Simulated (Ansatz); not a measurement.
# Quasiparticle gap of VBiO4 (Dreyerite)

Wanted: the gap of VBiO4 (Dreyerite) with a many-body correction, and the time that it takes.

Program: Ansatz 0.2.0. Level of theory: r2SCAN, then G0W0 on it, plane waves, PAW. Results are calculated unless marked as measured.

Report form: the programs' logs are mostly left out.

In doubt: masses and optical values from hybrid runs of this build are listed as unsure (in some of the runs), which bears on the screening that GW takes from such a start.

## 1. The starting structure

Symmetry: I4_1/amd, No. 141, tetragonal system. Conventional cell: a = 7.303 Å, b = 7.303 Å, c = 6.584 Å, α = 90.00°, β = 90.00°, γ = 90.00°. Nearest to V lie 4 O at 1.72 Å. Bi has 8 O at 2.39 to 2.56 Å nearest. Nearest to O lie 1 V at 1.72 Å and 2 Bi at 2.39 to 2.56 Å. Farther neighbours and most contacts between anions are not listed.

Geometry: measured cell, ions relaxed with r2SCAN. The runs that relaxed it are not among those shown. Spin-orbit coupling is left out unless a step names it.

The logs state that the PAW files were generated under PBE.

## 2. Bands along the symmetry lines

Levels along a band path and on the mesh show where this functional puts the band edges.

This step: DFT, r2SCAN, plane waves, PAW; PAW set soft_1.

input.yaml

```yaml
crystal:
  lattice:
    - [-3.6515, 3.6515, 3.292]
    - [3.6515, -3.6515, 3.292]
    - [3.6515, 3.6515, -3.292]
  atoms:
    - { symbol: V, position: [0.5, 0.5, 0.0] }
    - { symbol: V, position: [0.25, 0.75, 0.5] }
    - { symbol: Bi, position: [0.75, 0.25, 0.5] }
    - { symbol: Bi, position: [0.0, 0.0, 0.0] }
    - { symbol: O, position: [0.152062534, 0.3328889632, 0.8191735708] }
    - { symbol: O, position: [0.0828889632, 0.7637153925, 0.6808264292] }
    - { symbol: O, position: [0.5137153925, 0.3328889632, 0.1808264292] }
    - { symbol: O, position: [0.0828889632, 0.402062534, 0.3191735708] }
    - { symbol: O, position: [0.597937466, 0.9171110368, 0.6808264292] }
    - { symbol: O, position: [0.6671110368, 0.847937466, 0.1808264292] }
    - { symbol: O, position: [0.2362846075, 0.9171110368, 0.3191735708] }
    - { symbol: O, position: [0.6671110368, 0.4862846075, 0.8191735708] }
kpoints:
  mp_grid: { grid: [6, 6, 6] }
  band_path:
    path:
      - [[0.0, 0.0, 0.0], [0.0, 0.0, 0.5], [-0.5, 0.5, 0.5], [0.0, 0.0, 0.0], [0.45319689, 0.45319689, -0.45319689]]
      - [[-0.45319689, 0.54680311, 0.45319689], [-0.5, 0.5, 0.5]]
      - [[0.0, 0.0, 0.5], [0.25, 0.25, 0.25], [0.0, 0.5, 0.0], [0.0, 0.0, 0.0]]
    npoints: 10
hamiltonian:
  xc: r2scan
  pseudopotentials: { kind: paw, azcp: { folder: soft_1 } }
scf:
  occupations: { method: fermi_dirac, width: 0.02 }
  n_extra_bands: 8
output:
  eigenvalues: true
  write_density: true
  write_potential: true
  elf: true
  volumetric_format: npy
```

Command:

```bash
ansatz run input.yaml --threads 3 --pin off --max-ram 92160MiB --backend cuda --events-out ev --progress --plain --runs-dir out --devices 1 --max-vram 13GiB
```

The job ended after 20 s (1 × NVIDIA H100 80GB HBM3 (shared by 6 runs) with 3 threads of AMD EPYC 7R13 (Zen 3), shared host; peak memory 1.3 GiB).

This step gave:

```
filled bands         : 52
gap                  : 2.949 eV
valence top at       : k = (0.333, 0.333, -0.333)
conduction bottom at : k = (0.317, 0.317, -0.317)
least direct gap     : 2.952 eV
```

Over mesh and path the gap is 2.949 eV, from k = (0.333, 0.333, -0.333) to k = (0.317, 0.317, -0.317). The least direct gap found is 2.952 eV, at k = (0.333, 0.333, -0.333). On the 6×6×6 mesh alone the same run gives 2.952 eV, so that mesh misses an edge of r2SCAN: 2.952 − 2.949 = +0.003 eV.

The electronic bands at the labelled points (eV, zero at the top of the highest nominally filled band):

| point | band 49 | band 50 | band 51 | band 52 | band 53 | band 54 | band 55 | band 56 |
| --- | --- | --- | --- | --- | --- | --- | --- | --- |
| Γ | -0.81 | -0.64 | -0.64 | -0.41 | 3.40 | 3.94 | 3.97 | 3.98 |
| halfway | -0.75 | -0.74 | -0.53 | -0.48 | 3.42 | 3.80 | 3.92 | 4.03 |
| X | -0.73 | -0.73 | -0.50 | -0.50 | 3.58 | 3.58 | 3.88 | 3.88 |
| halfway | -0.88 | -0.88 | -0.53 | -0.53 | 3.59 | 3.59 | 3.84 | 3.84 |
| M | -0.89 | -0.89 | -0.67 | -0.67 | 3.74 | 3.74 | 3.85 | 3.85 |
| halfway | -0.82 | -0.64 | -0.63 | -0.61 | 3.46 | 3.66 | 3.88 | 3.98 |
| Γ | -0.81 | -0.64 | -0.64 | -0.41 | 3.40 | 3.94 | 3.97 | 3.98 |
| halfway | -1.01 | -1.01 | -0.51 | -0.37 | 3.18 | 3.57 | 3.66 | 3.87 |
| Z | -0.95 | -0.91 | -0.91 | -0.38 | 3.44 | 3.88 | 3.88 | 3.91 |
| jump to Z0 | -0.95 | -0.91 | -0.91 | -0.38 | 3.44 | 3.88 | 3.88 | 3.91 |
| halfway | -0.90 | -0.90 | -0.81 | -0.52 | 3.59 | 3.86 | 3.86 | 3.88 |
| M | -0.89 | -0.89 | -0.67 | -0.67 | 3.74 | 3.74 | 3.85 | 3.85 |
| jump to X | -0.73 | -0.73 | -0.50 | -0.50 | 3.58 | 3.58 | 3.88 | 3.88 |
| halfway | -0.72 | -0.72 | -0.38 | -0.38 | 3.42 | 3.42 | 3.72 | 3.72 |
| P | -0.71 | -0.71 | -0.24 | -0.24 | 3.23 | 3.23 | 3.65 | 3.65 |
| halfway | -0.86 | -0.60 | -0.46 | -0.16 | 3.07 | 3.43 | 3.62 | 3.73 |
| N | -0.96 | -0.72 | -0.56 | -0.14 | 3.03 | 3.55 | 3.62 | 3.79 |
| halfway | -0.88 | -0.79 | -0.49 | -0.48 | 3.48 | 3.49 | 3.69 | 3.87 |
| Γ | -0.81 | -0.64 | -0.64 | -0.41 | 3.40 | 3.94 | 3.97 | 3.98 |

Valence density in the ac plane of the conventional cell at fractional y = 0.000, with atoms of V and Bi and O within 0.2 Å of it. It is the smooth field of the valence electrons, not physical close to the nuclei.

Ten even steps from '0' (0 e/Å³) to '9' (14 e/Å³), each cell a mean:
```
42000000000000000014
21000000000000000001
00000000012100000000
00000000144200000000
00121000245310012100
00244100133200025310
00133100011000024210
42011000000000001113
94000000000000000027
73000000000000000016
20000000000000000001
00000000011000000000
00000000157300000000
00000000279400000000
00000011134201000000
10000232100013300000
32000253100024410012
53100121000012200024
```
Columns run along a (7.3 Å), rows up along c (6.6 Å), edges of the conventional cell, whose origin can differ from the input's. Atoms in or near the plane, at fractional coordinates: V at (0.00, 0.50), V at (0.50, 0.25), Bi at (0.50, 0.75), Bi at (0.00, 0.00), O at (0.68, 0.08), O at (0.32, 0.08), O at (0.18, 0.67), O at (0.82, 0.67).

ELF in the ac plane of the conventional cell at fractional y = 0.000, with atoms of V and Bi and O within 0.2 Å of it. It is the smooth field of the valence electrons, not physical close to the nuclei.

Ten even steps from '0' (0.02) to '9' (0.80), each cell a mean:
```
23522787411268842442
44410122234322200354
43222003444541012224
12588414422352278731
15999833422242699982
16967953432443896883
24878952455432897863
75599830122211699746
87357410000000266358
88312000001000011169
54100000011000000025
10000000255300000001
10000111688821100000
00002663588734640000
22116997467558983012
54228978622487895245
24438968831696795343
32426999831699983342
```
Columns run along a (7.3 Å), rows up along c (6.6 Å), edges of the conventional cell, whose origin can differ from the input's. Atoms in or near the plane, at fractional coordinates: V at (0.00, 0.50), V at (0.50, 0.25), Bi at (0.50, 0.75), Bi at (0.00, 0.00), O at (0.68, 0.08), O at (0.32, 0.08), O at (0.18, 0.67), O at (0.82, 0.67).

## 3. One-shot GW

G0W0 replaces the xc potential by a self-energy built once from the orbitals of the start. Levels are corrected in the window of bands that the input names, at points of the mesh.

This step: G0W0 on r2SCAN, plane waves, PAW; PAW set soft_1.

input.yaml, the sections that differ from step 2:

```yaml
kpoints:
  mp_grid: { grid: [4, 4, 4] }
scf:
  occupations: { method: fixed }
gw:
  n_empty_bands: 962
  ecut_chi: 180.0
  qp_bands: [v4, c4]
  qp_kpoints: band_edges
  screening: { model: contour_deformation }
# crystal, hamiltonian: as in step 2
# output: removed
```

Elapsed: 1.7 min, on 1 × NVIDIA H100 80GB HBM3 (shared by 6 runs) with 3 threads; peak memory 4.1 GiB.

Numbers from this step:

| Quantity | Value |
| --- | --- |
| bands summed | 1014 |
| RPA ε∞ on this mesh (eigenvalues) | 4.510, 4.510, 5.837 |
| plane waves in the screening matrix | 951 |
| q-points in the mesh | 64 |
| G0W0 gap over the corrected points | 4.444 eV |
| k of the valence top | 0, -0.5, 0 |
| k of the conduction bottom | 0, -0.5, 0 |
| starting gap on the mesh | 3.169 eV |
| Z at the valence top | 0.7480 |
| Z at the conduction bottom | 0.7334 |
| least direct G0W0 gap over the corrected points | 4.444 eV |

Over 12 of 13 irreducible mesh points the G0W0 gap is 4.444 eV, direct, at k = (0.000, -0.500, 0.000). The r2SCAN gap of this run on the mesh is 3.169 eV. The two states that bound the G0W0 gap lie that far apart at the start, so the correction of the gap is 4.444 − 3.169 = +1.275 eV. The start of this run differs from the step before in mesh (6×6×6 and 4×4×4).

Labels follow the order of the start: v1 is the top filled band, c1 the lowest empty one; levels that stay degenerate share a row, the window can cut a multiplet, doubted levels are not marked in this list, bands outside the window were not corrected, and the list may be a part of the corrected levels. Levels before and after the correction, in eV, zero at the valence-band top of each column:

|  | conduction bottom | valence top |
| --- | --- | --- |
| Kohn-Sham | 3.17 | 0.00 |
| G0W0 | 4.44 | 0.00 |

|  | level | occupation | energy (eV) |
| --- | --- | --- | --- |
| Kohn-Sham | (0 -0.5 0) v4 | 2 | -0.820 |
| Kohn-Sham | (0 -0.5 0) v3 | 2 | -0.578 |
| Kohn-Sham | (0 -0.5 0) v2 | 2 | -0.423 |
| Kohn-Sham | (0 -0.5 0) v1 | 2 | 0.000 |
| Kohn-Sham | (0 -0.5 0) c1 | 0 | 3.169 |
| Kohn-Sham | (0 -0.5 0) c2 | 0 | 3.688 |
| Kohn-Sham | (0 -0.5 0) c3 | 0 | 3.759 |
| Kohn-Sham | (0 -0.5 0) c4 | 0 | 3.929 |
| G0W0 | (0 -0.5 0) v4 | 2 | -0.886 |
| G0W0 | (0 -0.5 0) v3 | 2 | -0.559 |
| G0W0 | (0 -0.5 0) v2 | 2 | -0.443 |
| G0W0 | (0 -0.5 0) v1 | 2 | 0.000 |
| G0W0 | (0 -0.5 0) c1 | 0 | 4.444 |
| G0W0 | (0 -0.5 0) c2 | 0 | 4.981 |
| G0W0 | (0 -0.5 0) c3 | 0 | 5.171 |
| G0W0 | (0 -0.5 0) c4 | 0 | 5.374 |

The parts of the quasiparticle energy for the two states that bound the G0W0 gap, in eV on the run's own scale (QP = start + Σx + Σc − Vxc, with Σc at the quasiparticle energy):

| edge | k | band | start | Σx | Σc | Vxc | Z | QP |
| --- | --- | --- | --- | --- | --- | --- | --- | --- |
| valence top | (0.000, -0.500, 0.000) | 52 | 5.925 | −24.605 | 2.971 | −21.371 | 0.748 | 5.661 |
| conduction bottom | (0.000, -0.500, 0.000) | 53 | 9.094 | −15.311 | −6.209 | −22.531 | 0.733 | 10.105 |

## 4. Spin-orbit coupling in r2SCAN

This run has two-component orbitals with spin-orbit coupling.

This step: DFT, r2SCAN with spin-orbit coupling, plane waves, PAW; PAW set soft_1.

Changes to input.yaml since step 3:

```diff
@@ -19,13 +19,25 @@
 kpoints:
-  mp_grid: { grid: [4, 4, 4] }
+  mp_grid: { grid: [6, 6, 6] }
+  band_path:
+    path:
+      - [0.0, 0.0, 0.0]
+      - [0.0, 0.0, 0.5]
+      - [-0.5, 0.5, 0.5]
+      - [0.45319689, 0.45319689, -0.45319689]
+      - [-0.45319689, 0.54680311, 0.45319689]
+      - [0.25, 0.25, 0.25]
+      - [0.0, 0.5, 0.0]
+      - [0.3333333333, 0.3333333333, -0.3333333333]
+      - [0.317237823, 0.317237823, -0.317237823]
+    npoints: 1
 hamiltonian:
   xc: r2scan
-  pseudopotentials: { kind: paw, azcp: { folder: soft_1 } }
+  pseudopotentials: { kind: paw_fr, azcp: { folder: soft_1 } }
 scf:
   occupations: { method: fixed }
-gw:
-  n_empty_bands: 962
-  ecut_chi: 180.0
-  qp_bands: [v4, c4]
-  qp_kpoints: band_edges
-  screening: { model: contour_deformation }
+  n_extra_bands: 16
+magnetization:
+  noncollinear: true
+  spin_orbit: true
+output:
+  eigenvalues: true
```

It took 20 s on 1 × NVIDIA H100 80GB HBM3 (shared by 6 runs) with 3 threads; peak memory 1.4 GiB; 16 s of CPU time.

Numbers from this step:

```
gap                  : 2.717 eV
valence top at       : k = (0.333, 0.333, -0.333)
conduction bottom at : k = (0.333, 0.333, -0.333)
least direct gap     : 2.717 eV
```

Over mesh and listed points the gap is 2.717 eV, direct, at k = (0.333, 0.333, -0.333). r2SCAN+SOC against r2SCAN: 2.717 − 2.949 = −0.232 eV. Mesh, set of files and cutoff are the same, but the conduction bottom lies at another k point, so this need not be the shift of one pair of states. The spin-orbit run sees mesh and listed points alone, so its gap is an upper bound: the coupling can move an edge off these points, and the change over the zone, its sign included where it is small, is not known.

## 5. Side by side

Each gap is the least one over the points named; times are wall times on shared hosts, not benchmarks. A G0W0 time includes the run's own self-consistent start. Runs with listed points see these and the mesh alone, so an edge that moves elsewhere is missed. Rows marked * are further runs, not shown as steps, whose inputs differ from the G0W0 step on the same start in the columns given; solver thresholds can differ too.

| level | mesh | files, cutoff | bands summed, screening | points | gap (eV) | valence top | conduction bottom | least direct gap (eV) | time |
| --- | --- | --- | --- | --- | --- | --- | --- | --- | --- |
| r2SCAN | 6×6×6 | soft_1 PAW, 500 eV | - | mesh and path | 2.949 | (0.333, 0.333, -0.333) | (0.317, 0.317, -0.317) | 2.952 | 20 s |
| r2SCAN+SOC | 6×6×6 | soft_1 PAW, 500 eV | - | mesh and listed points | 2.717 | (0.333, 0.333, -0.333) | (0.333, 0.333, -0.333) | 2.717 | 20 s |
| G0W0@r2SCAN* | 4×4×4 | soft_1 PAW, 500 eV | 210, 54 eV | 12 of 13 irreducible mesh points | 4.540 | (0.250, -0.500, -0.500) | (0.000, -0.500, 0.000) | 4.563 | 36 s |
| G0W0@r2SCAN* | 4×4×4 | soft_1 PAW, 500 eV | 499, 108 eV | 12 of 13 irreducible mesh points | 4.383 | (0.250, -0.500, -0.500) | (0.000, -0.500, 0.000) | 4.386 | 46 s |
| G0W0@r2SCAN | 4×4×4 | soft_1 PAW, 500 eV | 1014, 180 eV | 12 of 13 irreducible mesh points | 4.444 | (0.000, -0.500, 0.000) | (0.000, -0.500, 0.000) | 4.444 | 1.7 min |
| G0W0@r2SCAN* | 2×2×2 | soft_1 PAW, 500 eV | 499, 108 eV | all 4 irreducible mesh points | 4.406 | (0.000, -0.500, 0.000) | (0.000, -0.500, 0.000) | 4.406 | 13 s |
| G0W0@r2SCAN* | 4×4×4 | soft_1 PAW, 500 eV | 1014, 180 eV, plasmon pole | 12 of 13 irreducible mesh points | 4.429 | (0.000, -0.500, 0.000) | (0.000, -0.500, 0.000) | 4.429 | 3.7 min |

## 6. Summary of results

- r2SCAN gap over mesh and path: 2.949 eV, from k = (0.333, 0.333, -0.333) to k = (0.317, 0.317, -0.317)
- G0W0@r2SCAN gap over 12 of 13 irreducible mesh points: 4.444 eV, direct, at k = (0.000, -0.500, 0.000)
- r2SCAN+SOC gap over mesh and listed points: 2.717 eV
- GW settings: 4×4×4 mesh, 962 empty bands, screening to 180 eV, PAW set soft_1 files
- known limits: finite bands, screening cutoff and k mesh; no spin-orbit coupling in G0W0; no spin polarisation

In words: Over 12 of 13 irreducible mesh points the G0W0 gap is 4.444 eV, direct, at k = (0.000, -0.500, 0.000). The r2SCAN gap of this run on the mesh is 3.169 eV. The two states that bound the G0W0 gap lie that far apart at the start, so the correction of the gap is 4.444 − 3.169 = +1.275 eV. The valence state moves by 5.661 − 5.925 = −0.264 eV and the conduction state by 10.105 − 9.094 = +1.011 eV, on the run's own scale; how far single levels stand from their limit in bands is not shown. Over mesh and path, r2SCAN puts the valence top at k = (0.333, 0.333, -0.333) and conduction bottom at k = (0.317, 0.317, -0.317), where no G0W0 correction was computed. The G0W0 gap over the whole zone is therefore not known from this run; at its settings it can only be equal to or under the 4.444 eV found, and no correction is carried over from another point. For the start itself the gap is 2.949 eV over mesh and path and 3.169 eV on the mesh of the G0W0 run, in runs that differ in mesh (6×6×6 and 4×4×4). From 210 bands and 54 eV to 1014 bands and 180 eV the gap moves by 4.444 − 4.540 = −0.096 eV (rung by rung 4.540, 4.383, 4.444 eV); bands and screening cutoff rise together, so their parts are not told apart. The states that bound the gap change along the series, so no limit is drawn and it is not known. With the 2×2×2 mesh in place of the 4×4×4 mesh and all else as in the G0W0@r2SCAN row with 499 bands, the gap differs by 4.406 − 4.383 = +0.023 eV, and that of the start by 3.167 − 3.169 = −0.002 eV; an edge lies at another k point, so this need not be the shift of one pair of states. With the plasmon pole model in place of the contour deformation model and all else as in the G0W0@r2SCAN row with 1014 bands, the gap differs by 4.429 − 4.444 = −0.015 eV. G0W0 on other starts in this series, not shown as steps and not all at these settings: 4.685 eV on HSE06 (4×4×4, soft_1 PAW, 1014 bands, 180 eV) and 4.933 eV on PBE0 (4×4×4, soft_1 PAW, 1014 bands, 180 eV). r2SCAN+SOC against r2SCAN: 2.717 − 2.949 = −0.232 eV. Mesh, set of files and cutoff are the same, but the conduction bottom lies at another k point, so this need not be the shift of one pair of states. The spin-orbit run sees mesh and listed points alone, so its gap is an upper bound: the coupling can move an edge off these points, and the change over the zone, its sign included where it is small, is not known. What spin-orbit coupling does to the G0W0 levels was not computed, so no sum with the G0W0 gap is formed. The G0W0 runs are scalar-relativistic. The runs have no spin polarisation, and the cell holds V; whether a magnetic state lies lower is not shown here. Where d states form a band edge, one-shot GW is known to depend on its start; the orbital character of the edges was not analysed here. G0W0@r2SCAN runs of this series with other atomic data on the same mesh, not shown as steps, give 4.369 eV (hard PAW, 1050 eV, 1487 bands, screening to 234 eV); where bands and cutoffs differ too, the part of the files is not isolated.

[Paths, hosts, dates, memory and timing lines, banners, echoed tables and standing remarks are left out of the program output.]

[Logs are printed without paths, hosts, clocks, repeated set-up lines and the standing remarks that a program may print on its own settings, such as how far it seeks lower states.]

[Runs of the session that timed out or met a known fault of the program may be left out.]

[Cells called generated may have been cut or substituted from an entry of the Crystallography Open Database or the Materials Project.]

[Hosts, paths, dates, database ids (printed as entryN), source tags and the programs' standing remarks are cut or masked in the printed files.]

[Where an RPA ε∞ is given, it is that of the G0W0 mesh and is not shown converged in it. Names of k-points follow the symmetry that the program found, which can be lower than the space group named. Band edges on a path are those of the sampled points; other points can move an edge, and change direct to indirect where valleys lie close.]

[Hybrid gaps are those of their k-mesh and are not shown converged in it.]
